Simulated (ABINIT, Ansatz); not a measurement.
# H (P4/mmm): from the cell to the phonon bands, part 2 of 4

Aim: the phonon dispersion of H (P4/mmm), checked by a second program.

ABINIT 10.8.3; DFT LDA, scalar-relativistic, plane waves, PseudoDojo norm-conserving pseudopotentials.

So far. Step 3 (Relaxing the cell and atoms): The volume changes by -12.8 % in this run and stands -12.8 % from the first cell. Step 4 (Self-consistent run for the response): The cell stands at -0.27 GPa: the relaxation ran with a smoothed and higher cutoff and on another k mesh. The relaxed cell has a = 2.453, c = 0.997 Å (conventional setting).

### 5. Linear response at Γ

At q = 0 one unit cell holds all displacements. The response is solved for single atoms along the cell's directions, and symmetry skips those that follow from others. The crystal is treated as a metal, which screens a static field, so no field response is asked.

File dfpt_gamma.abi:

```

# common to the responses
getwfk_filepath "gso_WFK"
kptopt 2
nqpt 1
qpt 0.0 0.0 0.0
asr 0
chneut 0

# displacements
rfphon 1
rfatpol 1 1
rfdir 1 1 1
tolvrs 1.0d-10
prtwf 0

# basis, mesh and filling
ecut 31.0
ngkpt 16 16 36
nshiftk 1
shiftk 0.0 0.0 0.0
istwfk *1
occopt 7
tsmear 0.01
nband 5
nstep 100
diemac 1000000.0
prtebands 0
prtgsr 0

# cell and atoms
acell 4.636281708 4.636281708 1.884278097
rprim 
    1.0 0.0 0.0
    0.0 1.0 0.0
    0.0 0.0 1.0
ntypat 1
znucl 1
natom 1
typat 1
xred 
    0.0 0.0 0.5
pp_dirpath "./pseudo"
pseudos "H.upf"
```

Launch:

```sh
$ OMP_NUM_THREADS=1 mpirun -n 4 abinit dfpt_gamma.abi > dfpt_gamma.log
```

dfpt_gamma.abo, the main output file:

```text
[banners, grids, parts of the stress and lines that vanish by symmetry left out]
- input  file    -> dfpt_gamma.abi
- output file    -> dfpt_gamma.abo
- root for input  files -> dfpt_gammai
- root for output files -> dfpt_gammao

 Symmetries : space group P4/m m m (#123); Bravais tP (primitive tetrag.)
================================================================================
 Values of the parameters that define the memory need of the present run (RF).
     intxc =       0      iscf =       7    lmnmax =       3     lnmax =       3
     mgfft =      24  mpssoang =       2    mqgrid =    3001     natom =       1
  nloc_mem =       1    nspden =       1   nspinor =       1    nsppol =       1
      nsym =      16    n1xccc =       0    ntypat =       1    occopt =       7
   xclevel =       1
-    mband =           5        mffmem =           1         mkmem =        1153
-   mkqmem =        1153        mk1mem =        1153           mpw =         352
      nfft =        5760          nkpt =        4612
- my_mband =           5
================================================================================
================================================================================

--------------------------------------------------------------------------------
------------- Echo of variables that govern the present computation ------------
--------------------------------------------------------------------------------
-
- outvars: echo of selected default values
-   iomode0 =  0 , fftalg0 =312 , wfoptalg0 =  0
-
- outvars: echo of global parameters not present in the input file
-  max_nthreads =    1
-
 -outvars: echo values of preprocessed input variables
 [... echo left out ...]
================================================================================

 chkinp: Checking input parameters for consistency.

================================================================================
== DATASET  1 ==================================================================
-   mpi_nproc: 4, omp_nthreads: 1 (-1 if OMP is not activated)

--- !DatasetInfo
iteration_state: {dtset: 1, }
dimensions: {natom: 1, nkpt: 4612, mband: 5, nsppol: 1, nspinor: 1, nspden: 1, mpw: 352, }
cutoff_energies: {ecut:  31.0, pawecutdg:  -1.0, }
electrons: {nelect:   1.00000000E+00, charge:   0.00000000E+00, occopt:   7.00000000E+00, tsmear:   1.00000000E-02, }
meta: {optdriver: 1, rfphon: 1, }
...

 mkfilename: getwfk from: gso_WFK

 Real(R)+Recip(G) space primitive vectors, cartesian coordinates (Bohr,Bohr^-1):
 R(1)=  4.6362817  0.0000000  0.0000000  G(1)=  0.2156901  0.0000000  0.0000000
 R(2)=  0.0000000  4.6362817  0.0000000  G(2)=  0.0000000  0.2156901  0.0000000
 R(3)=  0.0000000  0.0000000  1.8842781  G(3)=  0.0000000  0.0000000  0.5307072
 Unit cell volume ucvol=  4.0502761E+01 bohr^3
 Angles (23,13,12)=  9.00000000E+01  9.00000000E+01  9.00000000E+01 degrees
 setup1 : take into account q-point for computing boxcut.

 getcut: wavevector=  0.0000  0.0000  0.0000  ngfft=  24  24  10
         ecut(hartree)=     31.000   => boxcut(ratio)=   2.06536

--- Pseudopotential description ------------------------------------------------
- pspini: atom type   1  psp file is ./pseudo/H.upf

   3.54398665E-01                                ecore*ucvol(ha*bohr**3)
--------------------------------------------------------------------------------

 ==>  initialize data related to q vector <==

 The list of irreducible perturbations for this q vector is:
    1)    idir= 1    ipert=   1
    2)    idir= 3    ipert=   1

================================================================================

 The perturbation idir=   2  ipert=   1 is
 symmetric of a previously calculated perturbation.
 So, its SCF calculation is not needed.

--------------------------------------------------------------------------------
 Perturbation wavevector (in red.coord.)   0.000000  0.000000  0.000000
 Perturbation : displacement of atom   1   along direction   1
 Found     4 symmetries that leave the perturbation invariant.

--------------------------------------------------------------------------------

--------------------------------------------------------------------------------

 dfpt_looppert : total number of electrons, from k and k+q
  fully or partially occupied states are    1.000000E+00 and    1.000000E+00.
 Initialisation of the first-order wave-functions :
  ireadwf=   0

--- !BeginCycle
iteration_state: {dtset: 1, }
solver: {iscf: 7, nstep: 100, nline: 4, wfoptalg: 0, }
tolerances: {tolvrs: 1.00E-10, }
...

     iter   2DEtotal(Ha)        deltaE(Ha) residm    vres2
-ETOT  1  3.41120788327700E-02 -2.495E+01 6.965E-01 1.012E+02
 ETOT  2  1.32063381374437E-03 -3.279E-02 5.300E-04 5.674E+00
 ETOT  3  3.12208893404886E-06 -1.318E-03 5.244E-05 4.021E-02
 ETOT  4 -2.02071547050764E-07 -3.324E-06 5.026E-07 1.260E-04
 ETOT  5 -2.09791721772490E-07 -7.720E-09 7.656E-10 1.450E-08
 ETOT  6 -2.09792688110610E-07 -9.663E-13 9.121E-12 9.408E-11

 At SCF step    6       vres2   =  9.41E-11 < tolvrs=  1.00E-10 =>converged.
================================================================================

 Mean square residual over all n,k,spin=   11.383E-15; max=  91.214E-13

 Thirteen components of 2nd-order total energy (hartree) are
 1,2,3: 0th-order hamiltonian combined with 1st-order wavefunctions
     kin0=   1.52488696E+01 eigvalue=   9.09408629E-01  local=  -2.93663420E+00
 4,5,6: 1st-order hamiltonian combined with 1st and 0th-order wfs
 loc psp =  -3.73868829E+01  Hartree=   6.13161818E+00     xc=  -3.68527041E+00
 note that "loc psp" includes a xc core correction that could be resolved
 7,8,9: eventually, occupation + non-local contributions
    edocc=   9.49801668E+00     enl0=  -1.83477656E-01   enl1=  -1.25781786E+01
 1-9 gives the relaxation energy (to be shifted if some occ is /=2.0)
   erelax=  -2.49825307E+01
 10,11,12 Non-relaxation  contributions : frozen-wavefunctions and Ewald
 fr.local=   1.86934412E+01 fr.nonlo=   6.28908927E+00  Ewald=   0.00000000E+00
 13,14 Frozen wf xc core corrections (1) and (2)
 frxc 1  =   0.00000000E+00  frxc 2 =   0.00000000E+00
 Resulting in :
 2DEtotal=   -0.2097926881E-06 Ha. Also 2DEtotal=   -0.570874986776E-05 eV
    (2DErelax=   -2.4982530677E+01 Ha. 2DEnonrelax=    2.4982530467E+01 Ha)
    (  non-var. 2DEtotal :   -2.9905331900E-07 Ha)

--------------------------------------------------------------------------------
 Perturbation wavevector (in red.coord.)   0.000000  0.000000  0.000000
 Perturbation : displacement of atom   1   along direction   3
 Found     8 symmetries that leave the perturbation invariant.

--------------------------------------------------------------------------------

--------------------------------------------------------------------------------

 dfpt_looppert : total number of electrons, from k and k+q
  fully or partially occupied states are    1.000000E+00 and    1.000000E+00.
 Initialisation of the first-order wave-functions :
  ireadwf=   0

--- !BeginCycle
iteration_state: {dtset: 1, }
solver: {iscf: 7, nstep: 100, nline: 4, wfoptalg: 0, }
tolerances: {tolvrs: 1.00E-10, }
...

     iter   2DEtotal(Ha)        deltaE(Ha) residm    vres2
-ETOT  1  2.34524305217088E-05 -1.659E+00 6.846E-02 1.452E-01
 ETOT  2  3.79138306305649E-08 -2.341E-05 2.436E-05 3.203E-04
 ETOT  3 -3.89669518874314E-10 -3.830E-08 1.544E-07 2.825E-07
 ETOT  4 -4.03548860994363E-10 -1.388E-11 2.403E-09 4.198E-10
 ETOT  5 -4.03590827424694E-10 -4.197E-14 6.131E-11 5.449E-13

 At SCF step    5       vres2   =  5.45E-13 < tolvrs=  1.00E-10 =>converged.
================================================================================

 Mean square residual over all n,k,spin=   24.644E-15; max=  61.307E-12

 Thirteen components of 2nd-order total energy (hartree) are
 1,2,3: 0th-order hamiltonian combined with 1st-order wavefunctions
     kin0=   2.00930612E+00 eigvalue=   6.75999716E-02  local=  -3.49963231E-01
 4,5,6: 1st-order hamiltonian combined with 1st and 0th-order wfs
 loc psp =  -1.84198215E+00  Hartree=   5.36444066E-02     xc=  -8.79506653E-02
 note that "loc psp" includes a xc core correction that could be resolved
 7,8,9: eventually, occupation + non-local contributions
    edocc=   5.41141310E-04     enl0=  -3.37797649E-02   enl1=  -1.47681379E+00
 1-9 gives the relaxation energy (to be shifted if some occ is /=2.0)
   erelax=  -1.65939797E+00
 10,11,12 Non-relaxation  contributions : frozen-wavefunctions and Ewald
 fr.local=   9.20991074E-01 fr.nonlo=   7.38406896E-01  Ewald=   0.00000000E+00
 13,14 Frozen wf xc core corrections (1) and (2)
 frxc 1  =   0.00000000E+00  frxc 2 =   0.00000000E+00
 Resulting in :
 2DEtotal=   -0.4035908274E-09 Ha. Also 2DEtotal=   -0.109822658904E-07 eV
    (2DErelax=   -1.6593979708E+00 Ha. 2DEnonrelax=    1.6593979704E+00 Ha)
    (  non-var. 2DEtotal :   -3.0802963513E-09 Ha)

================================================================================

 ---- first-order wavefunction calculations are completed ----

 ==> Compute Derivative Database <==

  2nd-order matrix (non-cartesian coordinates, masses not included,
   asr not included )
     j1       j2             matrix element
  dir pert dir pert     real part     imaginary part

   1    1   1    1        -0.0000002991         0.0000000000
   1    1   2    1         0.0000000000         0.0000000000
   1    1   3    1         0.0000000000         0.0000000000
   1    1   2    3         0.0000000000         0.0000000000
   1    1   3    3         0.0000000000         0.0000000000

   2    1   1    1         0.0000000000         0.0000000000
   2    1   2    1        -0.0000002991         0.0000000000
   2    1   3    1         0.0000000000         0.0000000000
   2    1   1    3         0.0000000000         0.0000000000
   2    1   3    3         0.0000000000         0.0000000000

   3    1   1    1         0.0000000000         0.0000000000
   3    1   2    1         0.0000000000         0.0000000000
   3    1   3    1        -0.0000000031         0.0000000000
   3    1   1    3         0.0000000000         0.0000000000
   3    1   2    3         0.0000000000         0.0000000000

   1    3   2    1         0.0000000000         0.0000000000
   1    3   3    1         0.0000000000         0.0000000000
   1    3   2    3         0.0000000000         0.0000000000
   1    3   3    3         0.0000000000         0.0000000000

   2    3   1    1         0.0000000000         0.0000000000
   2    3   3    1         0.0000000000         0.0000000000
   2    3   1    3         0.0000000000         0.0000000000
   2    3   3    3         0.0000000000         0.0000000000

   3    3   1    1         0.0000000000         0.0000000000
   3    3   2    1         0.0000000000         0.0000000000
   3    3   1    3         0.0000000000         0.0000000000
   3    3   2    3         0.0000000000         0.0000000000

  Dynamical matrix, in cartesian coordinates,
   if specified in the inputs, asr has been imposed
     j1       j2             matrix element
  dir pert dir pert     real part    imaginary part

   1    1   1    1        -0.0000000139         0.0000000000
   1    1   2    1         0.0000000000         0.0000000000
   1    1   3    1         0.0000000000         0.0000000000

   2    1   1    1         0.0000000000         0.0000000000
   2    1   2    1        -0.0000000139         0.0000000000
   2    1   3    1         0.0000000000         0.0000000000

   3    1   1    1         0.0000000000         0.0000000000
   3    1   2    1         0.0000000000         0.0000000000
   3    1   3    1        -0.0000000009         0.0000000000

  Phonon wavevector (reduced coordinates) :  0.00000  0.00000  0.00000
 Phonon energies in Hartree :
  -2.751852E-06 -2.751852E-06 -6.876386E-07
 Phonon frequencies in cm-1    :
- -6.039618E-01 -6.039617E-01 -1.509192E-01

== END DATASET(S) ==============================================================
================================================================================

 -outvars: echo values of variables after computation
            acell      4.6362817080E+00  4.6362817080E+00  1.8842780970E+00 Bohr
           etotal     -4.0359082742E-10
            fcart      0.0000000000E+00  0.0000000000E+00  0.0000000000E+00
           strten      0.0000000000E+00  0.0000000000E+00  0.0000000000E+00
================================================================================
```

Run time: 14 s. Hardware: 4 MPI ranks of Arm Neoverse V1, shared host; 55 s of CPU time.

With one atom there are acoustic modes alone, which should vanish; they come out at 0.60 cm⁻¹ in size, the error that the sum rule removes later.

### 6. Zone-centre analysis

anaddb reads the merged derivatives and imposes the acoustic sum rule.

File anaddb.abi:

```
ddb_filepath "gamma_DDB"
output_file "anaddb.abo"
outdata_prefix "anaddb"
asr 1
chneut 1
enunit 2
eivec 1
nph1l 1
qph1l 0.0 0.0 0.0 1.0
```

File mrgddb.in:

```
gamma_DDB
merged
2
dfpt_gammao_DDB
gso_DDB
```

Launch:

```sh
$ mrgddb < mrgddb.in > mrgddb.log
$ OMP_NUM_THREADS=1 anaddb anaddb.abi > anaddb.log
```

anaddb.abo, the main output file:

```text
-outvars_anaddb: echo values of input variables ----------------------

 Miscellaneous information :
      enunit         2
       eivec         1
         asr         1
 First list of wavevector (reduced coord.) :
       nph1l         1
       qph1l
                     0.00000000E+00  0.00000000E+00  0.00000000E+00    1.000E+00

================================================================================

 read the DDB information and perform some checks

  ==== Info on the Cryst% object ====
 Real(R)+Recip(G) space primitive vectors, cartesian coordinates (Bohr,Bohr^-1):
 R(1)=  4.6362817  0.0000000  0.0000000  G(1)=  0.2156901  0.0000000  0.0000000
 R(2)=  0.0000000  4.6362817  0.0000000  G(2)=  0.0000000  0.2156901  0.0000000
 R(3)=  0.0000000  0.0000000  1.8842781  G(3)=  0.0000000  0.0000000  0.5307072
 Unit cell volume ucvol=  4.0502761E+01 bohr^3
 Angles (23,13,12)=  9.00000000E+01  9.00000000E+01  9.00000000E+01 degrees
 Time-reversal symmetry is present
 Reduced atomic positions [iatom, xred, symbol]:
    1)    0.0000000  0.0000000  0.5000000   H

 DDB file with 3 blocks has been read.

================================================================================

 Treat the first list of vectors

  Phonon wavevector (reduced coordinates) :  0.00000  0.00000  0.00000
 Phonon energies in Hartree :
   0.000000E+00  0.000000E+00  0.000000E+00
 Phonon energies in meV     :
-  0.000000E+00  0.000000E+00  0.000000E+00
 Phonon frequencies in cm-1    :
-  0.000000E+00  0.000000E+00  0.000000E+00
 Phonon frequencies in Thz     :
-  0.000000E+00  0.000000E+00  0.000000E+00
 Phonon energies in Kelvin  :
-  0.000000E+00  0.000000E+00  0.000000E+00

 Eigendisplacements
 (will be given, for each mode : in cartesian coordinates
   for each atom the real part of the displacement vector,
   then the imaginary part of the displacement vector - absolute values smaller than 1.0d-7 are set to zero)
  Mode number    1   Energy    0.000000E+00
 Attention : low frequency mode.
   (Could be unstable or acoustic mode)
-  1  0.00000000E+00  0.00000000E+00  2.33293484E-02
-     0.00000000E+00  0.00000000E+00  0.00000000E+00
  Mode number    2   Energy    0.000000E+00
 Attention : low frequency mode.
   (Could be unstable or acoustic mode)
-  1  0.00000000E+00  2.33293484E-02  0.00000000E+00
-     0.00000000E+00  0.00000000E+00  0.00000000E+00
  Mode number    3   Energy    0.000000E+00
 Attention : low frequency mode.
   (Could be unstable or acoustic mode)
-  1  2.33293484E-02  0.00000000E+00  0.00000000E+00
-     0.00000000E+00  0.00000000E+00  0.00000000E+00

 Analysis of degeneracies and characters (maximum tolerance=1.00E-06 a.u.)
 For each vibration mode, or group of modes if degenerate,
 the characters are given for each symmetry operation (see the list in the log file).
 Symmetry characters of vibration mode #   1
       degenerate with vibration modes #   2 to    3
  3.0 -3.0 -1.0  1.0 -1.0  1.0 -1.0  1.0  1.0 -1.0 -1.0  1.0  1.0 -1.0 -1.0  1.0
-
```

Elapsed: 0.5 s, on 1 thread.

Zone-centre frequencies as printed; negative means imaginary. Modes:

| mode | frequency (cm⁻¹) |
| --- | --- |
| 1 | 0 |
| 2 | 0 |
| 3 | 0 |

### 7. Sum rules set otherwise (asr 0)

Without the rule the raw error of the acoustic modes shows.

Changes to anaddb.abi since step 6:

```diff
@@ -3,4 +3,4 @@
 outdata_prefix "anaddb"
-asr 1
-chneut 1
+asr 0
+chneut 0
 enunit 2
```

mrgddb.in is that of step 6.

anaddb.abo, the main output file:

```text
-outvars_anaddb: echo values of input variables ----------------------

 Miscellaneous information :
      enunit         2
       eivec         1
      chneut         0
 First list of wavevector (reduced coord.) :
       nph1l         1
       qph1l
                     0.00000000E+00  0.00000000E+00  0.00000000E+00    1.000E+00

================================================================================

 read the DDB information and perform some checks

  ==== Info on the Cryst% object ====
 Real(R)+Recip(G) space primitive vectors, cartesian coordinates (Bohr,Bohr^-1):
 R(1)=  4.6362817  0.0000000  0.0000000  G(1)=  0.2156901  0.0000000  0.0000000
 R(2)=  0.0000000  4.6362817  0.0000000  G(2)=  0.0000000  0.2156901  0.0000000
 R(3)=  0.0000000  0.0000000  1.8842781  G(3)=  0.0000000  0.0000000  0.5307072
 Unit cell volume ucvol=  4.0502761E+01 bohr^3
 Angles (23,13,12)=  9.00000000E+01  9.00000000E+01  9.00000000E+01 degrees
 Time-reversal symmetry is present
 Reduced atomic positions [iatom, xred, symbol]:
    1)    0.0000000  0.0000000  0.5000000   H

 DDB file with 3 blocks has been read.

================================================================================

 Treat the first list of vectors

  Phonon wavevector (reduced coordinates) :  0.00000  0.00000  0.00000
 Phonon energies in Hartree :
  -2.751852E-06 -2.751852E-06 -6.876386E-07
 Phonon energies in meV     :
- -7.488172E-02 -7.488171E-02 -1.871160E-02
 Phonon frequencies in cm-1    :
- -6.039618E-01 -6.039617E-01 -1.509192E-01
 Phonon frequencies in Thz     :
- -1.810632E-02 -1.810632E-02 -4.524445E-03
 Phonon energies in Kelvin  :
- -8.689663E-01 -8.689661E-01 -2.171391E-01

 Eigendisplacements
 (will be given, for each mode : in cartesian coordinates
   for each atom the real part of the displacement vector,
   then the imaginary part of the displacement vector - absolute values smaller than 1.0d-7 are set to zero)
  Mode number    1   Energy   -2.751852E-06
 Attention : low frequency mode.
   (Could be unstable or acoustic mode)
-  1  0.00000000E+00  2.33293484E-02  0.00000000E+00
-     0.00000000E+00  0.00000000E+00  0.00000000E+00
  Mode number    2   Energy   -2.751852E-06
 Attention : low frequency mode.
   (Could be unstable or acoustic mode)
-  1  2.33293484E-02  0.00000000E+00  0.00000000E+00
-     0.00000000E+00  0.00000000E+00  0.00000000E+00
  Mode number    3   Energy   -6.876386E-07
 Attention : low frequency mode.
   (Could be unstable or acoustic mode)
;  1  0.00000000E+00  0.00000000E+00  2.33293484E-02
;     0.00000000E+00  0.00000000E+00  0.00000000E+00

 Analysis of degeneracies and characters (maximum tolerance=1.00E-06 a.u.)
 For each vibration mode, or group of modes if degenerate,
 the characters are given for each symmetry operation (see the list in the log file).
 Symmetry characters of vibration mode #   1
        degenerate with vibration mode #   2
  2.0 -2.0  0.0  0.0 -2.0  2.0  0.0  0.0  0.0  0.0  0.0  0.0  0.0  0.0  0.0  0.0
 Symmetry characters of vibration mode #   3
  1.0 -1.0 -1.0  1.0  1.0 -1.0 -1.0  1.0  1.0 -1.0 -1.0  1.0  1.0 -1.0 -1.0  1.0
-
```

The job ended after 0.49 s (1 thread).

Read from the output:

| Item | Value |
| --- | --- |
| largest acoustic frequency at the zone centre before the sum rule | -0.6 cm⁻¹ |

Zone-centre frequencies as printed; negative means imaginary. Modes:

| mode | frequency (cm⁻¹) |
| --- | --- |
| 1 | -0.6 |
| 2 | -0.6 |
| 3 | -0.15 |

(Continued in part 3 of 4.)

[Host names and launcher messages were left out of these logs when they were recorded.]

[Logs are printed without paths, hosts, clocks, repeated set-up lines and the standing remarks that a program may print on its own settings, such as how far it seeks lower states.]

[Hosts, paths, dates, database ids (printed as entryN), source tags and the programs' standing remarks are cut or masked in the printed files.]
